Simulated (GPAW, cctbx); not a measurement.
# BaCrS3: deformation density and structure factors from DFT

Question: by how much does bonding change the X-ray structure factors of BaCrS3, and what does a routine refinement make of it?

The cell comes from substitution in a known structure type and wasn't matched to any measured phase. All numbers below are calculated.

## 1. Find the equilibrium geometry

The density hangs on the geometry, so cell and atoms are relaxed first, with the symmetry held. The cutoff is set higher than for the density because stress converges slowly with plane waves.

Settings: GPAW 26.7.0, PBE, 570 eV, 3×3×3 k-points, Fermi–Dirac width 0.05 eV, spin-polarised, BFGS to 0.03 eV/Å.

```text
cell
1.0
     4.780000000    0.000000000    0.000000000
     0.000000000    4.780000000    0.000000000
     0.000000000    0.000000000    4.780000000
Ba Cr S
1 1 3
Direct
0.000000000 0.000000000 0.000000000
0.500000000 0.500000000 0.500000000
0.500000000 0.500000000 0.000000000
0.500000000 0.000000000 0.500000000
0.000000000 0.500000000 0.500000000
```

```console
$ OMP_NUM_THREADS=1 mpirun -n 4 gpaw python run.py > gpaw.log
```

```text
BFGS:    0      -28.492257        0.031913
BFGS:    1      -28.492299        0.027840
cell  4.7804 4.7804 4.7804  90.00 90.00 90.00
volume 109.245 A^3, largest force 0.000 eV/A, largest stress 0.20 GPa
```

After 1 step the volume has changed by 0.0 % and the energy by 0.000 eV; the largest stress left is 0.20 GPa. It took 29 s on 4 cores of Arm Neoverse N1 (shared host), peak memory 0.92 GiB.

Relaxed structure: Pm-3m (no. 221), a = 4.7804 Å, b = 4.7804 Å, c = 4.7804 Å, α = 90.00°, β = 90.00°, γ = 90.00°.

| atom | mult. | x | y | z |
| --- | --- | --- | --- | --- |
| Ba1 | 1 | 0 | 0 | 0 |
| Cr1 | 1 | 1/2 | 1/2 | 1/2 |
| S1 | 3 | 1/2 | 1/2 | 0 |

## 2. The all-electron density

X-rays see the whole electron density, so the PAW density is rebuilt with its core regions. Subtracting spherical free atoms from the same code cancels the cores and leaves the deformation density Δρ, the part due to bonding.

Settings: PBE, 450 eV, 4×4×4 k-points, Fermi–Dirac width 0.05 eV, spin-polarised; primitive cell of 5 atoms.

```console
$ OMP_NUM_THREADS=1 mpirun -n 4 gpaw python run.py > gpaw.log
```

```text
|iter:   1|       0s |  -28.755050 | -0.07 |       |  +2.9952|
|iter:   2|       1s |  -28.694698 | -1.53 | -1.05 |  +2.9686|
|iter:   3|       2s |  -28.615606 | -2.57 | -1.11 |  +2.8722|
...
|iter:  10|      10s |  -28.720926c| -6.35 | -3.63 |  +2.3841|
|iter:  11|      11s |  -28.720939c| -7.24 | -4.12c|  +2.3841|
|iter:  12|      12s |  -28.720945c| -7.53c| -4.57c|  +2.3841|
```

```text
grid (48, 48, 48)  electrons 128.000  moved by bonding 0.883 e
deformation density beyond 0.5 A of the nuclei: max 0.101, min -0.459 e/A^3
atom        x       y       z   Voronoi charge  moment
Ba1    0.0000  0.0000  0.0000      0.155       0.00
Cr2    0.5000  0.5000  0.5000      0.373       2.47
S 3    0.5000  0.5000  0.0000     -0.176      -0.08
S 4    0.5000  0.0000  0.5000     -0.176      -0.08
S 5    0.0000  0.5000  0.5000     -0.176      -0.08
mean inner potential of superposed free atoms 17.371 V
total magnetic moment 2.384 muB
```

Deformation density in a plane through the shortest contact of the Cr atom at the origin, in 0.01 e/Å³ (clipped at ±99); x from -1.6 to 4.0 Å, y from 2.4 down to -2.4 Å:

```text
 -1   1   3  -1   .   .   1   2   1  -1  -2  -2  -2   0   2   3
 -1   1   2   0   .  -3   2   2   0  -1  -2  -2  -1   0   1   2
  0   0   2   5   6   6   3   1   0  -1  -1  -1  -1   0   1   2
  1   0   1   4   6   5   2   1   0   1   1   1   1   0   0   1
  2   1  -1  -4 -10  -7  -3   0   2   2   2   2   2   2   1  -2
  5   5  -3  -8   . -15  -8   1   6   3  -2   .   0   6   4  -5
  6   7  -8 -61   .   . -29   1   8   2   .   .  -2   7   5 -12
  5   5  -3  -8   . -15  -8   1   6   3  -2   .   0   6   4  -5
  2   1  -1  -4 -10  -7  -3   0   2   2   2   2   2   2   1  -2
  1   0   1   4   6   5   2   1   0   1   1   1   1   0   0   1
  0   0   2   5   6   6   3   1   0  -1  -1  -1  -1   0   1   2
 -1   1   2   0   .  -3   2   2   0  -1  -2  -2  -1   0   1   2
 -1   1   3  -1   .   .   1   2   1  -1  -2  -2  -2   0   2   3
```

Atoms in or within 0.15 Å of the plane: Cr (0.0, 0.0), S (2.4, 0.0), S (0.0, 2.4), S (0.0, -2.4) Å. Dots mark points within about 0.45 Å of a nucleus; large values next to them are atomic features.

S gains most (-0.18 e) and Cr loses most (+0.37 e); S is the most electronegative element, but the order of the others doesn't follow electronegativity. Such charges fall far short of formal ones, since overlapping free atoms already put density on their neighbours. Along the shortest contact from the Cr atom at the map's origin, Cr–S at 2.39 Å, Δρ is +0.06 e/Å³ at the midpoint and highest, +0.08, 1.43 Å from Cr (points within 0.5 Å of a nucleus left out): a modest build-up. At the midpoints of other shortest contacts it is 0.00 (Ba–S, 3.38 Å) e/Å³. Point values carry grid noise of about 0.01 e/Å³. The cell's moment is 2.38 μB; the largest inside an atomic sphere is 2.47 μB. The run needed 12 iterations, 21 s.

## 3. Structure factors

The Fourier components of Δρ, added to those of the free atoms, give the static X-ray structure factors; the Mott–Bethe relation turns them into the Fourier components V of the potential that fast electrons feel.

```text
static structure factors of the conventional cell: F in electrons, V (Mott-Bethe) in volts
   h  k  l      d  |F| table  |F| free   |F| DFT   change   |V| free  |V| DFT  change %
   0  1  0  4.7804    15.148    15.274    15.325    0.051     0.696    0.647     -7.0
   0  1  1  3.3803    55.425    55.331    55.016   -0.314     4.156    4.307      3.6
   1  1  1  2.7600    61.793    61.967    62.504    0.537     5.763    5.592     -3.0
   0  2  0  2.3902    94.548    94.514    94.375   -0.139     8.027    8.060      0.4
   0  2  1  2.1379    15.057    15.161    15.336    0.176     0.161    0.127    -20.9
   1  2  1  1.9516    47.627    47.566    47.408   -0.158     2.626    2.651      1.0
   0  2  2  1.6901    81.214    81.247    80.923   -0.324     5.603    5.642      0.7
   1  2  2  1.5935    14.483    14.518    14.679    0.161     0.158    0.141    -10.9
   0  3  0  1.5935    14.483    14.518    14.566    0.048     0.158    0.153     -3.2
   0  3  1  1.5117    42.444    42.439    42.416   -0.023     2.067    2.069      0.1
   1  3  1  1.4413    47.852    47.879    47.793   -0.085     2.800    2.807      0.3
   2  2  2  1.3800    73.380    73.393    73.224   -0.168     4.363    4.377      0.3
   0  3  2  1.3258    13.952    13.938    13.958    0.019     0.152    0.151     -0.9
   1  3  2  1.2776    38.702    38.714    38.685   -0.029     1.732    1.734      0.1
```

The largest X-ray change is +0.54 e on 111, 0.9 % of |F|. For electrons V goes as (Z − F)/g², so a change of F counts against Z − F, which is small at low angle and wherever the atoms' terms cancel: |V| of 021 moves by -20.9 % (0.16 to 0.13 V) against +1.2 % in |F|. The last three rows still change by up to 0.17 e; the table stops while the angles are still low. The tabulated Hartree–Fock atoms differ from the free DFT atoms by up to 0.17 e, so the choice of reference atom matters too.

## 4. What a spherical-atom refinement makes of it

Routine crystallography fits spherical atoms. To see the bias, intensities are simulated from tabulated atoms plus the DFT change ΔF, so that bonding alone can misfit (7122 reflections of the full sphere, merged to the counts below, to 0.4 Å, 1.5 % proportional noise plus counting noise, assumed isotropic U as listed, Δρ smeared by the mean U) and refined with cctbx over different ranges.

| range | data | R1 | GooF | U Ba1 (true 0.0076) | U Cr1 (true 0.0104) | U S1 (true 0.0118) | largest shift (Å) | Δρ max, min (e/Å³) |
| --- | --- | --- | --- | --- | --- | --- | --- | --- |
| all data | 223 | 0.0031 | 1.12 | 0.0076 | 0.0104 | 0.0118 | 0.0000 | 0.21, -0.54 |
| low resolution, d > 0.84 | 34 | 0.0034 | 1.68 | 0.0075 | 0.0104 | 0.0115 | 0.0000 | 0.08, -0.25 |
| high order, d < 0.75 | 178 | 0.0031 | 1.01 | 0.0076 | 0.0104 | 0.0118 | 0.0000 | 0.15, -0.29 |
| occupancies free, d > 0.7 | 54 | 0.0026 | 1.29 | 0.0076 | 0.0100 | 0.0119 | 0.0000 | 0.10, -0.13 |

With all data GooF is 1.12, diluted by the many high-angle data; the misfit shows at low resolution; the top residual peak, near noise level, lies 0.30 Å from S and 2.09 Å from Cr. No U is off by more than 3 s.u. at low resolution. Symmetry fixes every coordinate, so the shifts are zero by construction. With Ba1 held at 1 and the scale free, the other occupancies refine to Cr1 0.991(0.002) and S1 1.004(0.003), on sites that are all full: they absorb part of the misfit, and only ratios to the fixed site mean anything.

## 5. Answer

Bonding moves 0.88 e in the primitive cell of BaCrS3 and changes the structure factors of the conventional cell in the table above by at most 0.54 e (111, 0.9 %), and among reflections above 2 % of the strongest by up to 1.2 % (021). The shortest bond, Cr–S, has Δρ = +0.06 e/Å³ at its midpoint. With all data GooF is 1.12, diluted by the many high-angle data. Limits: static density, frozen cores, no spin–orbit coupling; a ferromagnetic start is the only order tried, and the real ground state may be antiferromagnetic or insulating; no Hubbard U on Cr.

[Outputs are excerpts: Python notices, other lines and further rows are left out; steps that failed or that the build refused (PBEsol, TPSS) are not shown.]

[Logs are printed without paths, hosts, clocks, repeated set-up lines and the standing remarks that a program may print on its own settings, such as how far it seeks lower states.]
